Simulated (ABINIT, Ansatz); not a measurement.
# A GW chain in ABINIT: CO2 (Cmce), part 2 of 3

Wanted: ground state, empty states, screening and self-energy for CO2 (Cmce).

ABINIT 10.8.3; PBEsol and many-body steps on it, plane waves. Known limits of the many-body steps: not at the basis limit; coarse k mesh.

So far. Step 2 (Ground state): The gap is indirect, with the least direct gap 0.56 eV higher.

### 3. Bands along the symmetry lines

Level of this step: DFT, PBEsol, plane waves, norm-conserving pseudopotentials (ABINIT).

Levels along a band path, at the cheap level, show where the edges lie and whether the meshes to come will hold them.

The input, run.abi:

```
acell 3*1.0 Angstrom
rprim 
  2.635911230000 -2.387378120000 0.000000000000
  2.635911230000 2.387378120000 0.000000000000
  0.000000000000 0.000000000000 6.587174910000
ntypat 2
znucl 6 8
natom 6
typat 1 1 2 2 2 2
xred 
  0.000000000000 0.000000000000 0.000000000000
  0.500000000000 0.500000000000 0.500000000000
  0.806508570000 0.193491430000 0.891843390000
  0.193491430000 0.806508570000 0.108156610000
  0.693491430000 0.306508570000 0.391843390000
  0.306508570000 0.693491430000 0.608156610000
pp_dirpath "pseudos"
pseudos "C.upf, O.upf"
ecut 37
iscf -2
irdden 1
kptopt 0
nkpt 92
kpt 
  0.00000000 0.00000000 0.00000000
  0.06250000 0.06250000 0.00000000
  0.12500000 0.12500000 0.00000000
  0.18750000 0.18750000 0.00000000
  0.25000000 0.25000000 0.00000000
  0.31250000 0.31250000 0.00000000
  0.37500000 0.37500000 0.00000000
  0.43750000 0.43750000 0.00000000
  0.50000000 0.50000000 0.00000000
  0.49438486 0.50561514 0.00000000
  0.48876971 0.51123029 0.00000000
  0.48315457 0.51684543 0.00000000
  0.47753943 0.52246057 0.00000000
  0.47192428 0.52807572 0.00000000
  0.46630914 0.53369086 0.00000000
  0.46069399 0.53930601 0.00000000
  0.45507885 0.54492115 0.00000000
  -0.45507885 0.45507885 0.00000000
  -0.39819399 0.39819399 0.00000000
  -0.34130914 0.34130914 0.00000000
  -0.28442428 0.28442428 0.00000000
  -0.22753942 0.22753942 0.00000000
  -0.17065457 0.17065457 0.00000000
  -0.11376971 0.11376971 0.00000000
  -0.05688486 0.05688486 0.00000000
  0.00000000 0.00000000 0.00000000
  0.00000000 0.00000000 0.06250000
  0.00000000 0.00000000 0.12500000
  0.00000000 0.00000000 0.18750000
  0.00000000 0.00000000 0.25000000
  0.00000000 0.00000000 0.31250000
  0.00000000 0.00000000 0.37500000
  0.00000000 0.00000000 0.43750000
  0.00000000 0.00000000 0.50000000
  -0.05688486 0.05688486 0.50000000
  -0.11376971 0.11376971 0.50000000
  -0.17065457 0.17065457 0.50000000
  -0.22753942 0.22753942 0.50000000
  -0.28442428 0.28442428 0.50000000
  -0.34130914 0.34130914 0.50000000
  -0.39819399 0.39819399 0.50000000
  -0.45507885 0.45507885 0.50000000
  0.45507885 0.54492115 0.50000000
  0.46069399 0.53930601 0.50000000
  0.46630914 0.53369086 0.50000000
  0.47192428 0.52807572 0.50000000
  0.47753943 0.52246057 0.50000000
  0.48315457 0.51684543 0.50000000
  0.48876971 0.51123029 0.50000000
  0.49438486 0.50561514 0.50000000
  0.50000000 0.50000000 0.50000000
  0.50000000 0.50000000 0.43750000
  0.50000000 0.50000000 0.37500000
  0.50000000 0.50000000 0.31250000
  0.50000000 0.50000000 0.25000000
  0.50000000 0.50000000 0.18750000
  0.50000000 0.50000000 0.12500000
  0.50000000 0.50000000 0.06250000
  0.50000000 0.50000000 0.00000000
  0.00000000 0.00000000 0.00000000
  0.00000000 0.06250000 0.00000000
  0.00000000 0.12500000 0.00000000
  0.00000000 0.18750000 0.00000000
  0.00000000 0.25000000 0.00000000
  0.00000000 0.31250000 0.00000000
  0.00000000 0.37500000 0.00000000
  0.00000000 0.43750000 0.00000000
  0.00000000 0.50000000 0.00000000
  0.00000000 0.50000000 0.06250000
  0.00000000 0.50000000 0.12500000
  0.00000000 0.50000000 0.18750000
  0.00000000 0.50000000 0.25000000
  0.00000000 0.50000000 0.31250000
  0.00000000 0.50000000 0.37500000
  0.00000000 0.50000000 0.43750000
  0.00000000 0.50000000 0.50000000
  0.00000000 0.43750000 0.50000000
  0.00000000 0.37500000 0.50000000
  0.00000000 0.31250000 0.50000000
  0.00000000 0.25000000 0.50000000
  0.00000000 0.18750000 0.50000000
  0.00000000 0.12500000 0.50000000
  0.00000000 0.06250000 0.50000000
  0.00000000 0.00000000 0.50000000
  0.06250000 0.06250000 0.50000000
  0.12500000 0.12500000 0.50000000
  0.18750000 0.18750000 0.50000000
  0.25000000 0.25000000 0.50000000
  0.31250000 0.31250000 0.50000000
  0.37500000 0.37500000 0.50000000
  0.43750000 0.43750000 0.50000000
  0.50000000 0.50000000 0.50000000
istwfk *1
nband 23
nbdbuf 2
tolwfr 1e-08
nstep 40
prtwf 0
prtvol 0
indata_prefix "in"
outdata_prefix "out"
tmpdata_prefix "tmp"
```

The run is started by

```console
$ OMP_NUM_THREADS=1 mpirun -n 8 abinit run.abi > log
```

Numbers of over 12 decimals in the logs are rounded to 6 here.

What it wrote:

```text
.Version 10.8.3 of ABINIT. v10.8.2 released Aug 2026.

 Symmetries : space group Cm c a (# 64); Bravais oC (1-face-center ortho.)
[... echo of the input left out ...]
== DATASET  1 ==================================================================
-   mpi_nproc: 8, omp_nthreads: 1 (-1 if OMP is not activated)

--- !DatasetInfo
iteration_state: {dtset: 1, }
dimensions: {natom: 6, nkpt: 92, mband: 23, nsppol: 1, nspinor: 1, nspden: 1, mpw: 6054, }
cutoff_energies: {ecut:  37.0, pawecutdg:  -1.0, }
electrons: {nelect:   3.20000000E+01, charge:   0.00000000E+00, occopt:   1.00000000E+00, tsmear:   1.00000000E-02, }

 Real(R)+Recip(G) space primitive vectors, cartesian coordinates (Bohr,Bohr^-1):
 R(1)=  4.9811503 -4.5114908  0.0000000  G(1)=  0.1003784 -0.1108281  0.0000000
 R(2)=  4.9811503  4.5114908  0.0000000  G(2)=  0.1003784  0.1108281  0.0000000
 R(3)=  0.0000000  0.0000000 12.4479565  G(3)=  0.0000000  0.0000000  0.0803345
 Unit cell volume ucvol=  5.5947126E+02 bohr^3
 Angles (23,13,12)=  9.00000000E+01  9.00000000E+01  8.43350681E+01 degrees

 getcut: wavevector=  0.0000  0.0000  0.0000  ngfft=  40  40  72
         ecut(hartree)=     37.000   => boxcut(ratio)=   2.11236

--- Pseudopotential description ------------------------------------------------
- C Generated using ONCVPSP code by D. R. Hamann
-  6.00000   4.00000  180301                  znucl, zion, pspdat
12 -116133 1 -1 1248                          pspcod,pspxc,lmax,lloc,mmax
     nproj     2     2     0
  pspatm : epsatm=    4.34909242
         --- l  ekb(1:nproj) -->
             0    6.468939    0.390031
             1   -4.179695   -0.878453
 pspatm: atomic psp has been read  and splines computed

- O Generated using ONCVPSP code by D. R. Hamann
-  8.00000   6.00000  180301                  znucl, zion, pspdat
12 -116133 2 -1 936                           pspcod,pspxc,lmax,lloc,mmax
     nproj     2     2     1
  pspatm : epsatm=    6.22910120
         --- l  ekb(1:nproj) -->
             0    6.050032    0.820363
[...]
2   -1.335834
 pspatm: atomic psp has been read  and splines computed

--------------------------------------------------------------------------------

================================================================================
 prteigrs : about to open file out_EIG
 Non-SCF case, kpt    1 (  0.00000  0.00000  0.00000), residuals and eigenvalues=
  8.11E-09  4.35E-09  5.18E-09  3.58E-09  7.57E-09  7.34E-09  4.40E-09  2.67E-09
  5.91E-09  7.59E-09  2.36E-09  2.73E-09  5.63E-09  4.26E-09  4.82E-09  4.18E-09
  8.84E-09  4.33E-09  3.52E-09  7.87E-09  7.17E-09  4.06E-09  5.52E-09
 -8.7616E-01 -8.6985E-01 -8.3270E-01 -8.2967E-01 -3.0869E-01 -3.0578E-01
 -3.0115E-01 -2.6616E-01 -2.4628E-01 -2.4493E-01 -2.4452E-01 -2.4280E-01
 -1.5021E-01 -1.4851E-01 -1.3704E-01 -1.3510E-01  1.2738E-01  1.4672E-01
[...]
-1.3925E-01 -1.3925E-01 -1.2562E-01 -1.2562E-01  1.9227E-01  1.9227E-01
  2.1163E-01  2.1163E-01  2.9693E-01  2.9693E-01  3.8665E-01

--- !ResultsGS
iteration_state: {dtset: 1, }
comment   : Summary of ground state results
lattice_vectors:
- [  4.9811503,  -4.5114908,   0.0000000, ]
- [  4.9811503,   4.5114908,   0.0000000, ]
- [  0.0000000,   0.0000000,  12.4479565, ]
lattice_lengths: [   6.72052,    6.72052,   12.44796, ]
lattice_angles: [ 90.000,  90.000,  84.335, ] # degrees, (23, 13, 12)
lattice_volume:   5.5947126E+02
convergence: {deltae:  0.000E+00, res2:  0.000E+00, residm:  9.999E-09, diffor:  0.000E+00, }
etotal    :  -7.79090599E+01
entropy   :   0.00000000E+00
fermie    :  -1.14492192E-01
cartesian_stress_tensor: null
pressure_GPa: null
xred      :
- [  0.0000E+00,   0.0000E+00,   0.0000E+00,  C]
- [  5.0000E-01,   5.0000E-01,   5.0000E-01,  C]
- [  8.0651E-01,   1.9349E-01,   8.9184E-01,  O]
- [  1.9349E-01,   8.0651E-01,   1.0816E-01,  O]
- [  6.9349E-01,   3.0651E-01,   3.9184E-01,  O]
- [  3.0651E-01,   6.9349E-01,   6.0816E-01,  O]
cartesian_forces: null
force_length_stats: {min: null, max: null, mean: null, }

 Integrated electronic density in atomic spheres:
 ------------------------------------------------
 Atom  Sphere_radius  Integrated_density
[...]
================================================================================

 ----iterations are completed or convergence reached----

 Mean square residual over all n,k,spin=   54.161E-10; max=  99.989E-10
 reduced coordinates (array xred) for    6 atoms
[...]
0.693491430000      0.306508570000      0.391843390000
       0.306508570000      0.693491430000      0.608156610000

 cartesian coordinates (angstrom) at end:
    1      0.000000     0.000000     0.000000
    2      2.635911    -0.000000     3.293587
    3      2.635911    -1.463504     5.874728
    4      2.635911     1.463504     0.712447
    5      2.635911    -0.923874     2.581141
    6      2.635911     0.923874     4.006034
 length scales=  1.889726125908  1.889726125908  1.889726125908 bohr
              =  1.000000000000  1.000000000000  1.000000000000 angstroms
 prteigrs : about to open file out_EIG
 Eigenvalues (hartree) for nkpt=  92  k points:
 kpt#   1, nband= 23, wtk=  1.00000, kpt=  0.0000  0.0000  0.0000 (reduced coord)
[...]
kpt#   2, nband= 23, wtk=  1.00000, kpt=  0.0625  0.0625  0.0000 (reduced coord)
[...]
kpt#   3, nband= 23, wtk=  1.00000, kpt=  0.1250  0.1250  0.0000 (reduced coord)
[...]
kpt#  91, nband= 23, wtk=  1.00000, kpt=  0.4375  0.4375  0.5000 (reduced coord)
[...]
0.19205    0.19205    0.20917    0.20917    0.28927    0.28927    0.38638
 kpt#  92, nband= 23, wtk=  1.00000, kpt=  0.5000  0.5000  0.5000 (reduced coord)
  -0.86506   -0.86506   -0.83425   -0.83425   -0.32074   -0.32074   -0.29133   -0.29133
  -0.26830   -0.26830   -0.26328   -0.26328   -0.13925   -0.13925   -0.12562   -0.12562
   0.19227    0.19227    0.21163    0.21163    0.29693    0.29693    0.38665

== END DATASET(S) ==============================================================
================================================================================

 -outvars: echo values of variables after computation  --------
            nband          23
             nkpt          92
          spgroup          64
 [... the other variables as echoed above ...]

 Calculation completed.
```

The job ended after 64 s (8 MPI ranks of Arm Neoverse N1, shared host; peak memory 0.72 GiB).

Numbers from this step:

```
gap                        : 6.582 eV
k of the valence top       : 0.5, 0.5, 0
k of the conduction bottom : 0, 0, 0
least direct gap           : 7.142 eV
```

The gap is 6.582 eV, as in the run before at this level.

Electronic bands along the path, in eV, zero at the top of the highest filled band:

| point | band 13 | band 14 | band 15 | band 16 | band 17 | band 18 | band 19 | band 20 |
| --- | --- | --- | --- | --- | --- | --- | --- | --- |
| Γ | -0.97 | -0.93 | -0.61 | -0.56 | 6.58 | 7.11 | 7.65 | 7.79 |
| halfway | -0.83 | -0.53 | -0.48 | -0.44 | 7.75 | 7.87 | 7.96 | 8.58 |
| Y | -0.99 | -0.64 | -0.33 | 0.00 | 7.77 | 8.83 | 8.93 | 8.99 |
| halfway | -0.98 | -0.64 | -0.33 | 0.00 | 7.77 | 8.82 | 8.92 | 8.98 |
| F0 | -0.95 | -0.64 | -0.32 | -0.01 | 7.77 | 8.79 | 8.91 | 8.94 |
| jump to Δ0 | -0.95 | -0.64 | -0.32 | -0.01 | 7.77 | 8.79 | 8.91 | 8.94 |
| halfway | -0.76 | -0.44 | -0.33 | -0.31 | 7.80 | 7.83 | 8.04 | 8.30 |
| Γ | -0.97 | -0.93 | -0.61 | -0.56 | 6.58 | 7.11 | 7.65 | 7.79 |
| halfway | -0.92 | -0.87 | -0.67 | -0.61 | 6.87 | 7.20 | 7.68 | 7.82 |
| Z | -0.79 | -0.79 | -0.73 | -0.73 | 7.44 | 7.44 | 7.66 | 7.66 |
| halfway | -0.54 | -0.54 | -0.39 | -0.39 | 8.01 | 8.01 | 8.06 | 8.06 |
| B0 | -0.65 | -0.65 | -0.31 | -0.31 | 8.33 | 8.33 | 8.85 | 8.85 |
| jump to G0 | -0.65 | -0.65 | -0.31 | -0.31 | 8.33 | 8.33 | 8.85 | 8.85 |
| halfway | -0.67 | -0.67 | -0.30 | -0.30 | 8.34 | 8.34 | 8.87 | 8.87 |
| T | -0.67 | -0.67 | -0.30 | -0.30 | 8.35 | 8.35 | 8.87 | 8.87 |
| halfway | -0.90 | -0.54 | -0.44 | -0.09 | 7.93 | 8.80 | 8.84 | 8.91 |
| Y | -0.99 | -0.64 | -0.33 | 0.00 | 7.77 | 8.83 | 8.93 | 8.99 |
| jump to Γ | -0.97 | -0.93 | -0.61 | -0.56 | 6.58 | 7.11 | 7.65 | 7.79 |
| halfway | -0.87 | -0.59 | -0.54 | -0.40 | 7.38 | 7.51 | 7.83 | 8.00 |
| S | -0.69 | -0.69 | -0.29 | -0.29 | 7.56 | 7.56 | 8.56 | 8.56 |
| halfway | -0.73 | -0.73 | -0.26 | -0.26 | 7.60 | 7.60 | 8.58 | 8.58 |
| R | -0.77 | -0.77 | -0.24 | -0.24 | 7.64 | 7.64 | 8.61 | 8.61 |
| halfway | -0.77 | -0.77 | -0.43 | -0.43 | 7.66 | 7.66 | 8.08 | 8.08 |
| Z | -0.79 | -0.79 | -0.73 | -0.73 | 7.44 | 7.44 | 7.66 | 7.66 |
| halfway | -0.76 | -0.76 | -0.39 | -0.39 | 8.01 | 8.01 | 8.29 | 8.29 |
| T | -0.67 | -0.67 | -0.30 | -0.30 | 8.35 | 8.35 | 8.87 | 8.87 |

### 4. Empty states on the mesh, 4×4×2 mesh, 435 bands

The sums over transitions need many empty states on a uniform mesh; this step solves for them.

The input, run.abi:

```
acell 3*1.0 Angstrom
rprim 
  2.635911230000 -2.387378120000 0.000000000000
  2.635911230000 2.387378120000 0.000000000000
  0.000000000000 0.000000000000 6.587174910000
ntypat 2
znucl 6 8
natom 6
typat 1 1 2 2 2 2
xred 
  0.000000000000 0.000000000000 0.000000000000
  0.500000000000 0.500000000000 0.500000000000
  0.806508570000 0.193491430000 0.891843390000
  0.193491430000 0.806508570000 0.108156610000
  0.693491430000 0.306508570000 0.391843390000
  0.306508570000 0.693491430000 0.608156610000
pp_dirpath "pseudos"
pseudos "C.upf, O.upf"
ecut 37
ngkpt 4 4 2
nshiftk 1
shiftk 0 0 0
kptopt 1
chksymbreak 0
iscf -2
irdden 1
istwfk *1
nband 435
nbdbuf 38
tolwfr 1e-09
nstep 60
prtvol 0
indata_prefix "in"
outdata_prefix "out"
tmpdata_prefix "tmp"
```

What it wrote:

```text
.Version 10.8.3 of ABINIT. v10.8.2 released Aug 2026.

 Symmetries : space group Cm c a (# 64); Bravais oC (1-face-center ortho.)
[... echo of the input left out ...]
== DATASET  1 ==================================================================
-   mpi_nproc: 8, omp_nthreads: 1 (-1 if OMP is not activated)

--- !DatasetInfo
iteration_state: {dtset: 1, }
dimensions: {natom: 6, nkpt: 14, mband: 435, nsppol: 1, nspinor: 1, nspden: 1, mpw: 6054, }
cutoff_energies: {ecut:  37.0, pawecutdg:  -1.0, }
electrons: {nelect:   3.20000000E+01, charge:   0.00000000E+00, occopt:   1.00000000E+00, tsmear:   1.00000000E-02, }

 Real(R)+Recip(G) space primitive vectors, cartesian coordinates (Bohr,Bohr^-1):
 R(1)=  4.9811503 -4.5114908  0.0000000  G(1)=  0.1003784 -0.1108281  0.0000000
 R(2)=  4.9811503  4.5114908  0.0000000  G(2)=  0.1003784  0.1108281  0.0000000
 R(3)=  0.0000000  0.0000000 12.4479565  G(3)=  0.0000000  0.0000000  0.0803345
 Unit cell volume ucvol=  5.5947126E+02 bohr^3
 Angles (23,13,12)=  9.00000000E+01  9.00000000E+01  8.43350681E+01 degrees

 getcut: wavevector=  0.0000  0.0000  0.0000  ngfft=  40  40  72
         ecut(hartree)=     37.000   => boxcut(ratio)=   2.11236

--- Pseudopotential description ------------------------------------------------
- C Generated using ONCVPSP code by D. R. Hamann
-  6.00000   4.00000  180301                  znucl, zion, pspdat
12 -116133 1 -1 1248                          pspcod,pspxc,lmax,lloc,mmax
     nproj     2     2     0
  pspatm : epsatm=    4.34909242
         --- l  ekb(1:nproj) -->
             0    6.468939    0.390031
             1   -4.179695   -0.878453
 pspatm: atomic psp has been read  and splines computed

- O Generated using ONCVPSP code by D. R. Hamann
-  8.00000   6.00000  180301                  znucl, zion, pspdat
12 -116133 2 -1 936                           pspcod,pspxc,lmax,lloc,mmax
     nproj     2     2     1
  pspatm : epsatm=    6.22910120
         --- l  ekb(1:nproj) -->
             0    6.050032    0.820363
[...]
2   -1.335834
 pspatm: atomic psp has been read  and splines computed

--------------------------------------------------------------------------------

================================================================================
 prteigrs : about to open file out_EIG
 Non-SCF case, kpt    1 (  0.00000  0.00000  0.00000), residuals and eigenvalues=
  2.06E-11  1.73E-10  2.78E-11  4.32E-11  9.15E-11  6.45E-11  6.76E-10  1.13E-10
  3.21E-11  1.12E-10  7.99E-10  3.95E-11  7.79E-11  1.12E-10  2.22E-11  7.75E-10
  8.82E-12  6.74E-11  8.52E-11  1.11E-10  7.83E-11  3.79E-11  2.81E-11  9.82E-12
[...]
-8.7616E-01 -8.6985E-01 -8.3270E-01 -8.2967E-01 -3.0869E-01 -3.0578E-01
 -3.0115E-01 -2.6616E-01 -2.4628E-01 -2.4493E-01 -2.4452E-01 -2.4280E-01
 -1.5021E-01 -1.4851E-01 -1.3704E-01 -1.3510E-01  1.2738E-01  1.4672E-01
[...]
5.9882E+00  6.0002E+00  6.0022E+00  6.0114E+00  6.0176E+00  6.0246E+00
  6.0272E+00  6.0579E+00  6.0582E+00  6.0765E+00  6.0856E+00  6.0890E+00
[...]
prteigrs : prtvol=0 or 1, do not print more k-points.

--- !ResultsGS
iteration_state: {dtset: 1, }
comment   : Summary of ground state results
lattice_vectors:
- [  4.9811503,  -4.5114908,   0.0000000, ]
- [  4.9811503,   4.5114908,   0.0000000, ]
- [  0.0000000,   0.0000000,  12.4479565, ]
lattice_lengths: [   6.72052,    6.72052,   12.44796, ]
lattice_angles: [ 90.000,  90.000,  84.335, ] # degrees, (23, 13, 12)
lattice_volume:   5.5947126E+02
convergence: {deltae:  0.000E+00, res2:  0.000E+00, residm:  9.988E-10, diffor:  0.000E+00, }
etotal    :  -7.79090599E+01
entropy   :   0.00000000E+00
fermie    :  -1.14492192E-01
cartesian_stress_tensor: null
pressure_GPa: null
xred      :
- [  0.0000E+00,   0.0000E+00,   0.0000E+00,  C]
- [  5.0000E-01,   5.0000E-01,   5.0000E-01,  C]
- [  8.0651E-01,   1.9349E-01,   8.9184E-01,  O]
- [  1.9349E-01,   8.0651E-01,   1.0816E-01,  O]
- [  6.9349E-01,   3.0651E-01,   3.9184E-01,  O]
- [  3.0651E-01,   6.9349E-01,   6.0816E-01,  O]
cartesian_forces: null
force_length_stats: {min: null, max: null, mean: null, }

 Integrated electronic density in atomic spheres:
 ------------------------------------------------
 Atom  Sphere_radius  Integrated_density
[...]
================================================================================

 ----iterations are completed or convergence reached----

 Mean square residual over all n,k,spin=   31.298E-11; max=  99.884E-11
 reduced coordinates (array xred) for    6 atoms
[...]
0.306508570000      0.693491430000      0.608156610000

 cartesian coordinates (angstrom) at end:
    1      0.000000     0.000000     0.000000
    2      2.635911    -0.000000     3.293587
    3      2.635911    -1.463504     5.874728
    4      2.635911     1.463504     0.712447
    5      2.635911    -0.923874     2.581141
    6      2.635911     0.923874     4.006034
 length scales=  1.889726125908  1.889726125908  1.889726125908 bohr
              =  1.000000000000  1.000000000000  1.000000000000 angstroms
 prteigrs : about to open file out_EIG
 Eigenvalues (hartree) for nkpt=  14  k points:
 kpt#   1, nband=435, wtk=  0.03125, kpt=  0.0000  0.0000  0.0000 (reduced coord)
[...]
5.92675    5.93742    5.94822    5.95415    5.98818    6.00017    6.00217    6.01144
   6.01758    6.02462    6.02715    6.05786    6.05819    6.07650    6.08560    6.08904
   6.11091    6.11327    6.12382
 prteigrs : prtvol=0 or 1, do not print more k-points.

== END DATASET(S) ==============================================================
================================================================================

 -outvars: echo values of variables after computation  --------
            nband         435
             nkpt          14
          spgroup          64
 [... the other variables as echoed above ...]

 Calculation completed.
```

Elapsed: 15 min, on 8 MPI ranks; peak memory 1.2 GiB; 2.1 h of CPU time.

This step gave:

- gap: 6.582 eV
- k of the valence top: 0.5, 0.5, 0
- k of the conduction bottom: 0, 0, 0
- least direct gap: 7.142 eV
- k points computed: 14
- lowest point of the top converged band, above the valence top: 156.4053 eV

On this mesh the gap is 6.582 eV.

[end of part 2 of 3]

[Paths, hosts, dates, memory and timing lines, banners, echoed tables and standing remarks are left out of the program output.]

[Logs are printed without paths, hosts, clocks, repeated set-up lines and the standing remarks that a program may print on its own settings, such as how far it seeks lower states.]

[Runs of the session that timed out or met a known fault of the program may be left out.]

[Hosts, paths, dates, database ids (printed as entryN), source tags and the programs' standing remarks are cut or masked in the printed files.]

[G0W0 gaps are taken among the corrected bands and points alone; a level outside them can change the order at an edge.]

[Where Ansatz stands beside ABINIT at settings called matched, ABINIT's density can come from a denser mesh and the files from another edition; pairs whose starting gaps differed by over 0.03 eV were left out, so agreement reads better than it is.]
